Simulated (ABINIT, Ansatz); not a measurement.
**GeTe3Pb (Pm-3m): zone-centre phonons**

Wanted: the vibrations of GeTe3Pb (Pm-3m) at Γ, by two programs.

Method: DFT LDA, scalar-relativistic, plane waves, HGH norm-conserving pseudopotentials, in ABINIT 10.8.3.

The structure was built from a prototype and need not be the compound's stable phase.

**1. Set-up**

The structure is cubic, space group Pm-3m (No. 221). The conventional cell has a = 5.317 Å, b = 5.317 Å, c = 5.317 Å, α = 90.00°, β = 90.00°, γ = 90.00°. Nearest to Pb lie 12 Te at 3.76 Å. Nearest to Ge lie 6 Te at 2.66 Å. Nearest to Te lie 2 Ge at 2.66 Å. Farther neighbours and most contacts between anions are not listed.

**2. Relaxation**

The harmonic expansion needs vanishing forces, and a free crystal bears no stress, so cell and atoms are brought to rest. Stress is more sensitive to the basis than forces are: the last 3 Ha under the cutoff are smoothed with ecutsm, and the cutoff is raised above that of the later runs.

The starting cell comes from a relaxation made beforehand in Ansatz (LDA, PseudoDojo NC).

relax.abi

```
# relaxation
ionmov 2
optcell 2
dilatmx 1.08
ntime 40
tolmxf 1.0d-05
tolvrs 1.0d-14
prtwf 0
prtden 0
chksymtnons 0

# basis, mesh and filling
ecut 26.0
ecutsm 3.0
ixc 7
ngkpt 4 4 4
nshiftk 1
shiftk 0.0 0.0 0.0
istwfk *1
occopt 6
tsmear 0.01
nband 20
nstep 100
diemac 1000000.0
prtebands 0
prtgsr 0

# cell and atoms
acell 10.04816866 10.04816866 10.04816866
rprim 
    1.0 0.0 0.0
    0.0 1.0 0.0
    0.0 0.0 1.0
ntypat 3
znucl 82 32 52
natom 5
typat 1 2 3 3 3
xred 
    0.0 0.0 0.0
    0.5 0.5 0.5
    0.5 0.5 0.0
    0.5 0.0 0.5
    0.0 0.5 0.5
pp_dirpath "./pseudo"
pseudos "Pb.hgh, Ge.hgh, Te.hgh"
```

Run with:

```sh
$ OMP_NUM_THREADS=1 mpirun -n 4 abinit relax.abi > relax.log
```

Numbers of over 12 decimals in the logs are rounded to 6 here.

relax.abo, the main output file:

```text
[banners, grids, parts of the stress and lines that vanish by symmetry left out]
- input  file    -> relax.abi
- output file    -> relax.abo
- root for input  files -> relaxi
[...]
Symmetries : space group Pm -3 m (#221); Bravais cP (primitive cubic)
[...]
mpw =        8217          nfft =      125000          nkpt =          10
[...]
== DATASET  1 ==================================================================
[...]
cutoff_energies: {ecut:  26.0, pawecutdg:  -1.0, }
[...]
Exchange-correlation functional for the present dataset will be:
  LDA: Perdew-Wang 92 LSD fit to Ceperley-Alder data - ixc=7
[...]
ETOT  1  -32.283478864074    -3.228E+01 3.097E-02 1.292E+02
 ETOT  2  -32.323807470735    -4.033E-02 4.348E-03 2.549E+00
 ETOT  3  -32.324182472149    -3.750E-04 5.441E-04 1.833E-01
 ETOT  4  -32.324208217872    -2.575E-05 6.351E-04 1.394E-03
 ETOT  5  -32.324208389514    -1.716E-07 5.083E-04 4.990E-05
[...]
At SCF step   11       vres2   =  2.38E-16 < tolvrs=  1.00E-14 =>converged.
[...]
sigma(1 1)= -1.49850895E-05  sigma(3 2)=  0.00000000E+00
  sigma(2 2)= -1.49850895E-05  sigma(3 1)=  0.00000000E+00
  sigma(3 3)= -1.49850895E-05  sigma(2 1)=  0.00000000E+00
[...]
convergence: {deltae:  2.487E-13, res2:  2.381E-16, residm:  4.272E-05, diffor: null, }
etotal    :  -3.23242084E+01
[...]
ETOT  1  -32.324215404428    -3.232E+01 9.703E-06 1.193E-01
[...]
At SCF step    9       vres2   =  4.87E-16 < tolvrs=  1.00E-14 =>converged.
[...]
sigma(1 1)= -1.26627377E-05  sigma(3 2)=  0.00000000E+00
  sigma(2 2)= -1.26627377E-05  sigma(3 1)=  0.00000000E+00
  sigma(3 3)= -1.26627377E-05  sigma(2 1)=  0.00000000E+00
[...]
convergence: {deltae:  1.002E-12, res2:  4.865E-16, residm:  2.092E-08, diffor: null, }
etotal    :  -3.23242273E+01
[...]
ETOT  1  -32.323900612785    -3.232E+01 1.643E-07 3.711E+00
[...]
At SCF step   10       vres2   =  9.76E-17 < tolvrs=  1.00E-14 =>converged.
[...]
sigma(1 1)= -1.66544327E-07  sigma(3 2)=  0.00000000E+00
  sigma(2 2)= -1.66544327E-07  sigma(3 1)=  0.00000000E+00
  sigma(3 3)= -1.66544327E-07  sigma(2 1)=  0.00000000E+00
[...]
convergence: {deltae: -9.379E-13, res2:  9.762E-17, residm:  2.817E-11, diffor: null, }
etotal    :  -3.23242754E+01
[...]
ETOT  1  -32.324275367239    -3.232E+01 8.552E-11 6.487E-04
[...]
ETOT  7  -32.324275432211     9.948E-13 8.167E-13 1.332E-14
 ETOT  8  -32.324275432212    -3.979E-13 1.015E-12 1.583E-16
 At SCF step    8       vres2   =  1.58E-16 < tolvrs=  1.00E-14 =>converged.
[...]
sigma(1 1)= -1.87871808E-09  sigma(3 2)=  0.00000000E+00
  sigma(2 2)= -1.87871808E-09  sigma(3 1)=  0.00000000E+00
  sigma(3 3)= -1.87871808E-09  sigma(2 1)=  0.00000000E+00
[...]
convergence: {deltae: -3.979E-13, res2:  1.583E-16, residm:  1.015E-12, diffor: null, }
etotal    :  -3.23242754E+01
[...]
At Broyd/MD step   4, gradients are converged :
[...]
sigma(1 1)= -1.87871808E-09  sigma(3 2)=  0.00000000E+00
  sigma(2 2)= -1.87871808E-09  sigma(3 1)=  0.00000000E+00
  sigma(3 3)= -1.87871808E-09  sigma(2 1)=  0.00000000E+00
[...]
- sigma(1 1)= -5.52737942E-05  sigma(3 2)=  0.00000000E+00
- sigma(2 2)= -5.52737941E-05  sigma(3 1)=  0.00000000E+00
- sigma(3 3)= -5.52737941E-05  sigma(2 1)=  0.00000000E+00
[...]
fcart     -0.0000000000E+00 -0.0000000000E+00 -0.0000000000E+00
           strten     -1.8787180791E-09 -1.8787180756E-09 -1.8787180765E-09
================================================================================

[key lines of the parts left out:]
pressure_GPa:   5.5274E-05
Total energy (etotal) [Ha]= -3.23242754322118E+01
```

Elapsed: 60 s, on 4 MPI ranks of Arm Neoverse V2, shared host.

Step by step:

```
step  energy less that of the first step (eV)  largest force (eV/Å)  volume (Å³)
   1                                   0.0000                0.0000       150.34
   2                                  -0.0005                0.0000       150.54
   3                                  -0.0018                0.0000       151.66
   4                                  -0.0018                0.0000       151.67
```

```
conventional cell, symmetrised  before  after  change
                         a (Å)   5.317  5.333  +0.3 %
                         b (Å)   5.317  5.333  +0.3 %
                         c (Å)   5.317  5.333  +0.3 %
              volume (Å³/atom)   30.07  30.33  +0.9 %
```

This step gave:

| Item | Value |
| --- | --- |
| volume per atom | 30.33 Å³ |
| pressure | 5.53e-5 GPa |
| gap on the k-mesh | 0 eV |

The volume changes by +0.9 % from the cell with which this run began.

**3. Ground state**

First-order wavefunctions inherit every error of the ground state, hence the very tight tolvrs. Occupations are smeared.

gs.abi

```
# ground state
tolvrs 1.0d-16
prtden 1
prtwf 1

# basis, mesh and filling
ecut 20.0
ixc 7
ngkpt 4 4 4
nshiftk 1
shiftk 0.0 0.0 0.0
istwfk *1
occopt 6
tsmear 0.01
nband 20
nstep 100
diemac 1000000.0
prtebands 0
prtgsr 0

# cell and atoms
acell 10.07786565 10.07786565 10.07786565
rprim 
    1.0 0.0 0.0
    0.0 1.0 0.0
    0.0 0.0 1.0
ntypat 3
znucl 82 32 52
natom 5
typat 1 2 3 3 3
xred 
    0.0 0.0 0.0
    0.5 0.5 0.5
    0.5 0.5 0.0
    0.5 0.0 0.5
    0.0 0.5 0.5
pp_dirpath "./pseudo"
pseudos "Pb.hgh, Ge.hgh, Te.hgh"
```

Run with:

```sh
$ OMP_NUM_THREADS=1 mpirun -n 4 abinit gs.abi > gs.log
```

gs.abo, the main output file:

```text
[banners, grids, parts of the stress and lines that vanish by symmetry left out]
- input  file    -> gs.abi
- output file    -> gs.abo
- root for input  files -> gsi
[...]
Symmetries : space group Pm -3 m (#221); Bravais cP (primitive cubic)
[...]
mpw =        4416          nfft =       91125          nkpt =          10
[...]
== DATASET  1 ==================================================================
[...]
cutoff_energies: {ecut:  20.0, pawecutdg:  -1.0, }
[...]
Exchange-correlation functional for the present dataset will be:
  LDA: Perdew-Wang 92 LSD fit to Ceperley-Alder data - ixc=7
[...]
ETOT  1  -32.289515030323    -3.229E+01 2.783E-02 9.508E+01
 ETOT  2  -32.322903488986    -3.339E-02 1.959E-03 2.327E+00
 ETOT  3  -32.323327850847    -4.244E-04 8.455E-04 1.269E-01
 ETOT  4  -32.323352833864    -2.498E-05 1.031E-03 1.203E-03
 ETOT  5  -32.323353043654    -2.098E-07 3.694E-04 4.908E-05
[...]
ETOT 11  -32.323353052092     9.166E-13 1.608E-05 8.682E-16
 ETOT 12  -32.323353052093    -1.101E-12 1.503E-05 2.108E-18
 At SCF step   12       vres2   =  2.11E-18 < tolvrs=  1.00E-16 =>converged.
[...]
sigma(1 1)=  4.96951668E-06  sigma(3 2)=  0.00000000E+00
  sigma(2 2)=  4.96951668E-06  sigma(3 1)=  0.00000000E+00
  sigma(3 3)=  4.96951668E-06  sigma(2 1)=  0.00000000E+00
[...]
convergence: {deltae: -1.101E-12, res2:  2.108E-18, residm:  1.503E-05, diffor: null, }
etotal    :  -3.23233531E+01
[...]
sigma(1 1)=  4.96951668E-06  sigma(3 2)=  0.00000000E+00
  sigma(2 2)=  4.96951668E-06  sigma(3 1)=  0.00000000E+00
  sigma(3 3)=  4.96951668E-06  sigma(2 1)=  0.00000000E+00
[...]
- sigma(1 1)=  1.46208228E-01  sigma(3 2)=  0.00000000E+00
- sigma(2 2)=  1.46208228E-01  sigma(3 1)=  0.00000000E+00
- sigma(3 3)=  1.46208228E-01  sigma(2 1)=  0.00000000E+00
[...]
fcart     -0.0000000000E+00 -0.0000000000E+00 -0.0000000000E+00
           strten      4.9695166778E-06  4.9695166778E-06  4.9695166778E-06
================================================================================

[key lines of the parts left out:]
pressure_GPa:  -1.4621E-01
```

The job ended after 12 s (4 MPI ranks).

This step gave:

```yaml
pressure: -0.1462 GPa
```

The cell stands at -0.15 GPa: the relaxation ran with a smoothed and higher cutoff, and the difference is a stress of the finite basis.

(Part 1 of 5 ends here.)

[Host names and launcher messages were left out of these logs when they were recorded.]

[Logs are printed without paths, hosts, clocks, repeated set-up lines and the standing remarks that a program may print on its own settings, such as how far it seeks lower states.]

[Hosts, paths, dates, database ids (printed as entryN), source tags and the programs' standing remarks are cut or masked in the printed files.]
